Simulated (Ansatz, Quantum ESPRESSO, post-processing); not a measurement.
# Cl-CC-Cl chair, 1 layer: response to a perpendicular field, part 5 of 6

How does Cl-CC-Cl chair, 1 layer respond to a gate-like field without added charge?

Quantum ESPRESSO 7.5; plane-wave DFT, LDA, GBRV ultrasoft pseudopotentials; geometry and cross-check by Ansatz 0.2.0 with PAW datasets.

So far. Step 13 (Band structure: field -0.2 V/Å): Upper empty bands that drop with the field can be states of the vacuum, held by the sawtooth; they depend on the cell's width. Step 13 (Band structure: field -0.2 V/Å): Along this path the valence top lies at Γ and the conduction bottom at Γ.

### Step 14. Valence density

The density shows how far the electrons spill into the vacuum.

The input, f0.rho.in:

```
&inputpp
  prefix = 'f0'
  outdir = './out'
  filplot = 'f0.rho.dat'
  plot_num = 0
/
```

The run is started by

```bash
> OMP_NUM_THREADS=1 mpirun -n 2 pp.x -in f0.rho.in > f0.rho.out
```

Numbers of over 12 decimals in the logs are rounded to 6 here.

Log:

```text
[banner, memory and clock lines left out]
Program POST-PROC v.7.5 starts

          URL

     ./out/f0.save/

     IMPORTANT: XC functional enforced from input :
     Exchange-correlation= PZ
                           (   1   1   0   0   0   0   0)
     Any further DFT definition will be discarded
     Please, verify this is what you really want

     negative rho (up, down):  2.818E-02 0.000E+00

     Adding external electric field

     Computed dipole along edir(3) :
        Dipole                0.0000 Ry au,          0.0001 Debye
        Dipole field          0.0000 Ry au,

        Potential amp.       -0.0000 Ry
        Total length         38.2178 bohr

     Calling punch_plot, plot_num =   0
     Writing data to file  f0.rho.dat
     Message from routine chdens:
     namelist plot not found or invalid, exiting
```

Elapsed: 0.9 s, on 2 MPI ranks of Arm Neoverse V2, shared host; peak memory 0.11 GiB; 1.6 s of CPU time.

This step gave:

| Quantity | Value |
| --- | --- |
| electrons by integration | 22.00 e |

The valence density, planar mean oscillates, so the rows of the table below give means over windows of 1 Å about each position, cut where the curve ends. Its maxima inside the range that stand out by 2 % of the span (Å: e/Å³): 8.4: 0.657, 10.5: 0.807, 12.6: 0.657. Its minima: 9.5: 0.293, 11.6: 0.293.

Mean over planes. The valence density, planar mean by z; means over each step:

```csv
z (Å),"valence density, planar mean (e/Å³)"
5,1.7e-5
6,7.0e-4
7,0.0293
8,0.437
9,0.498
10,0.506
11,0.539
12,0.474
13,0.472
14,0.0378
15,8.9e-4
16,2.3e-5
```

Valence density in the ca plane at fractional y = 0.333, with atoms of Cl and C within 0.2 Å of it. It is the smooth field of the valence electrons, not physical close to the nuclei.

Values in e/Å³, 5 rows by 16 columns, each cell a mean:
```
0.0 0.0 0.0 0.0 0.0 0.0 0.6 1.4 0.8 0.8 0.2 0.2 0.0 0.0 0.0 0.0
0.0 0.0 0.0 0.0 0.0 0.0 0.9 0.9 1.4 1.0 0.1 0.1 0.0 0.0 0.0 0.0
0.0 0.0 0.0 0.0 0.0 0.0 0.6 1.3 0.8 0.8 0.2 0.3 0.0 0.0 0.0 0.0
0.0 0.0 0.0 0.0 0.0 0.0 0.1 0.3 0.2 0.5 0.4 0.7 0.1 0.0 0.0 0.0
0.0 0.0 0.0 0.0 0.0 0.0 0.1 0.3 0.2 0.4 0.4 0.7 0.1 0.0 0.0 0.0
```
Columns run along c (16.0 Å, from fractional 0.07 to 0.83 of the cell), rows up along a (2.9 Å). Atoms in or near the plane, at fractional coordinates: Cl at (0.40, 0.67), C at (0.49, 0.67).

The density integrates to 22.000 electrons, as the 22 of the input ask.

### Step 15. Density by pp.x

The input, f2.rho.in:

```
&inputpp
  prefix = 'f2'
  outdir = './out'
  filplot = 'f2.rho.dat'
  plot_num = 0
/
```

The run is started by

```bash
> OMP_NUM_THREADS=1 mpirun -n 2 pp.x -in f2.rho.in > f2.rho.out
```

Run time: 0.91 s. Hardware: 2 MPI ranks; peak memory 0.11 GiB; 1.7 s of CPU time.

### Step 16. Charge moved by a field of 0.2 V/Å

Read from the output:

```
largest charge moved across a plane : 0.001121 e/Å²
dipole step                         : -1.094 eV
```

The planar mean by z:

```csv
z (Å),planar mean (e/Å³)
3.5,4.0e-8
4.0,1.4e-7
4.5,5.1e-7
5.0,2.0e-6
5.5,7.6e-6
6.0,3.0e-5
6.5,1.1e-4
7.0,3.5e-4
7.5,8.0e-4
8.0,8.1e-4
8.5,-9.7e-6
9.0,-4.8e-5
9.5,-2.2e-4
10.0,1.8e-4
10.5,1.1e-4
11.0,-3.3e-4
11.5,2.3e-4
12.0,5.7e-5
12.5,7.6e-5
13.0,-7.3e-4
13.5,-8.5e-4
14.0,-3.9e-4
14.5,-1.2e-4
15.0,-3.3e-5
15.5,-8.1e-6
16.0,-1.9e-6
16.5,-4.6e-7
17.0,-1.1e-7
17.5,-2.9e-8
```

Table of running integral, electrons below z by z:

z (Å), running integral, electrons below z (e/Å²) and a bar:
```
      4.0    0.00000 
      4.5    0.00000 
      5.0    0.00000 
      5.5    0.00000 
      6.0    0.00001 
      6.5    0.00005 #
      7.0    0.00017 ####
      7.5    0.00047 #############
      8.0    0.00092 #########################
      8.5    0.00107 #############################
      9.0    0.00102 ###########################
      9.5    0.00094 #########################
     10.0    0.00091 ########################
     10.5    0.00112 ##############################
     11.0    0.00089 ########################
     11.5    0.00095 #########################
     12.0    0.00102 ###########################
     12.5    0.00107 #############################
     13.0    0.00087 #######################
     13.5    0.00042 ###########
     14.0    0.00014 ####
     14.5    0.00004 #
     15.0    0.00001 
     15.5    0.00000 
     16.0    0.00000 
     16.5    0.00000 
     17.0    0.00000
```

### Step 17. Polarisability from the dipole between 0 and 0.1 V/A

Numbers from this step:

```
change of slope in the vacuum : 0.10000 eV/Å
polarisability a cell         : 3.196 Å³
sheet polarisability 4πα/A    : 5.467 Å
```

The change of the potential energy, second field less first by z:

```csv
z (Å),"change of the potential energy, second field less first (eV)"
0.0,-0.390
0.5,-0.730
1.0,-0.680
1.5,-0.630
2.0,-0.580
2.5,-0.530
3.0,-0.480
3.5,-0.430
4.0,-0.380
4.5,-0.330
5.0,-0.280
5.5,-0.230
6.0,-0.180
6.5,-0.131
7.0,-0.0847
7.5,-0.0466
8.0,-0.0259
8.5,-0.0214
9.0,-0.0185
9.5,-0.0134
10.0,-0.00446
10.5,3.3e-5
11.0,0.00321
11.5,0.0125
12.0,0.0180
12.5,0.0212
13.0,0.0248
13.5,0.0432
14.0,0.0796
14.5,0.125
15.0,0.174
15.5,0.224
16.0,0.274
16.5,0.324
17.0,0.374
17.5,0.424
18.0,0.474
18.5,0.524
19.0,0.574
19.5,0.624
20.0,0.674
20.5,0.603
```

### Step 18. Dipole against field

Dipole along the normal, dipole moment against applied field:

```csv
applied field (V/Å),"dipole along the normal, dipole moment (e·Å)"
-0.200,-0.0444
0.000,2.1e-5
0.100,0.0222
0.200,0.0444
```

### Step 19. Cross-check with Ansatz: field 0.1 V/Å

A second code with its own PAW datasets, on the same atoms.

Level of this step: plane-wave DFT, PBE, Ansatz PAW (Ansatz 0.2.0).

The input, input.yaml:

```yaml
crystal:
  lattice:
    - [2.9123701297, 0.0, 0.0]
    - [-1.4561850648, 2.5221865175, 0.0]
    - [0.0, 0.0, 21.0666666667]
  atoms:
    - { symbol: Cl, position: [0.6666666667, 0.3333333333, 0.4047010508] }
    - { symbol: C, position: [0.6666666667, 0.3333333333, 0.4879183504] }
    - { symbol: C, position: [0.3333333333, 0.6666666667, 0.5120816309] }
    - { symbol: Cl, position: [0.3333333333, 0.6666666667, 0.5952989679] }
kpoints:
  mp_grid: { grid: [12, 12, 1] }
hamiltonian:
  xc: pbe
scf:
  occupations: { method: fermi_dirac, width: 0.054 }
  convergence: { dr2_threshold: 1.0e-09 }
efield:
  axis: 3
  dipole_correction: true
  ramp_position: 0.97
  ramp_width: 0.04
  amplitude: 0.1
output:
  write_potential: true
  write_density: true
  volumetric_format: npy
```

The run is started by

```bash
> ansatz run input.yaml --threads 2 --pin off --max-ram 4096MiB --backend cpu --events-out ev --progress --plain --runs-dir out
```

Log:

```text
[...]
Crystal: 4 atoms, lattice volume = 154.746 Å³
Basis set: ecut = 420 eV, 3023 PW (Γ)
Bands: 15, of which v1, the nominal top of the filled ones, is band 11 counted from 1 (10 counted from 0)
Symmetry: 6 space group operations
k-points: 19 of 144 (time reversal used)
[...]
SCF iter   1: F=—  HF=-2658.160586 eV  |F-HF|=—  |Δ(HF+E_count)|=         —  Δρ=3.41e-2  dr2=1.17e0  ethr=3.10e-3  p=0.025 e·Å  D=2.88e-2 V/Å  ΔV_dip=-0.61 eV  dr2_dipole=1.07e-4  V_vac-E_F(+/−)=5.61/4.29 eV  ⟨swp⟩=7.4  Hψ=1917  notcnv=0
[...]
SCF iter  12: F=-2657.883624 eV  HF=-2657.883624 eV  |F-HF|=1.91e-10  |Δ(HF+E_count)|=   2.77e-9  Δρ=6.05e-7  dr2=7.31e-10  ethr=4.55e-12  p=0.022 e·Å  D=2.59e-2 V/Å  ΔV_dip=-0.55 eV  dr2_dipole=2.91e-13  V_vac-E_F(+/−)=3.81/2.44 eV  ⟨swp⟩=5.4  Hψ=992  notcnv=0
SCF 1 converged in 12 iterations: F = -2657.883624 eV  dr2 = 7.31e-10
[...]
WARN: The output density's exchange-correlation potential varies sharply where the density is thin. Do not read a vacuum level from v_tot or v_xc, or from such a field of the output density. On a cell that repeats whose density bears no net charge and no dipole along the vacuum's axis use v_es (v_loc + v_h of the components); under efield.dipole_correction with no amplitude use v_es + v_field, which holds any externa [...]
SCF converged after 12 iterations
Free energy (F): -2657.883624 eV
[...]
Internal energy: -2657.883624 eV  (E = F + TS)
E sigma→0 (E₀):  -2657.883624 eV
Entropy (-TS):   -0.000000 eV (-0.000 meV/atom)
Fermi energy:    0.862494 eV
Dipole field:    D = 0.025915 V/Å  (p = 0.022162 e·Å, saw-weighted, corrected)
Work function:   not extracted (applied field tilts the vacuum); planar V_es + V_field profile in the machine report
[...]
--- Band table (eV; the first three rows and the last of 19) ---
  k-point 0: bands = [... 7 lower, -1.1884, -1.1884, 0.0802, 0.0802, 1.5936, 1.8819, 3.0770, 3.8295]
  k-point 1: bands = [... 7 lower, -1.6178, -1.2548, -0.4098, -0.0192, 1.8846, 2.1678, 3.1638, 3.8582]
  k-point 2: bands = [... 7 lower, -2.6027, -1.5716, -1.4559, -0.2785, 2.2426, 2.4924, 3.4181, 4.3899]
  k-point 18: bands = [... 7 lower, -5.2998, -4.2357, -4.2070, -3.9215, 4.1476, 4.1821, 5.2948, 6.4400]
```

Elapsed: 4.3 s, on 2 threads; peak memory 0.31 GiB.

This step gave:

| Quantity | Value |
| --- | --- |
| free energy | -2657.8836 eV |
| Fermi energy | 0.8625 eV |
| gap by band count | 1.513 eV |
| dipole along the normal | 0.02216 e·Å |

At 0.1 V/Å Ansatz's dipole is 0.0222 e Å against 0.0222 from pw.x, under another functional.

### Step 20. Cross-check with Ansatz: field -0.1 V/Å

input.yaml, as its differences from the input of step 19:

```diff
@@ -22,3 +22,3 @@
   ramp_width: 0.04
-  amplitude: 0.1
+  amplitude: -0.1
 output:
```

Log:

```text
[...]
Crystal: 4 atoms, lattice volume = 154.746 Å³
Basis set: ecut = 420 eV, 3023 PW (Γ)
Bands: 15, of which v1, the nominal top of the filled ones, is band 11 counted from 1 (10 counted from 0)
Symmetry: 6 space group operations
k-points: 19 of 144 (time reversal used)
[...]
--- Band table (eV; the first three rows and the last of 19) ---
  k-point 0: bands = [... 7 lower, -1.2197, -1.2197, 0.0490, 0.0490, 1.5623, 1.8507, 3.0479, 3.7982]
  k-point 1: bands = [... 7 lower, -1.6491, -1.2860, -0.4410, -0.0505, 1.8533, 2.1366, 3.1341, 3.8340]
  k-point 2: bands = [... 7 lower, -2.6339, -1.6028, -1.4871, -0.3097, 2.2114, 2.4611, 3.3874, 4.3884]
  k-point 18: bands = [... 7 lower, -5.3311, -4.2669, -4.2382, -3.9528, 4.1164, 4.1508, 5.2636, 6.4088]
[key lines of the parts left out:]
SCF converged after 12 iterations
Free energy (F): -2657.883624 eV
Fermi energy:    0.831255 eV
Dipole field:    D = -0.025914 V/Å  (p = -0.022161 e·Å, saw-weighted, corrected)
```

Wall time 4.2 s (2 threads); peak memory 0.32 GiB; 8.2 s of CPU time.

Read from the output:

```
Fermi energy            : 0.8313 eV
dipole along the normal : -0.02216 e·Å
```

### Step 21. Dipole against field, Ansatz

Dipole along the normal, dipole moment against applied field:

```csv
applied field (V/Å),"dipole along the normal, dipole moment (e·Å)"
-0.1000,-0.0222
0.0000,-5.7e-6
0.1000,0.0222
```

(Part 5 of 6 ends here.)

[Logs are printed without paths, hosts, clocks, repeated set-up lines and the standing remarks that a program may print on its own settings, such as how far it seeks lower states.]

[Hosts, paths, dates, database ids (printed as entryN), source tags and the programs' standing remarks are cut or masked in the printed files.]

[Maps of the electrostatic potential energy from Ansatz leave out the sawtooth potential of an applied field or a dipole correction, so their vacuum need not be flat; planar profiles and work functions include it.]
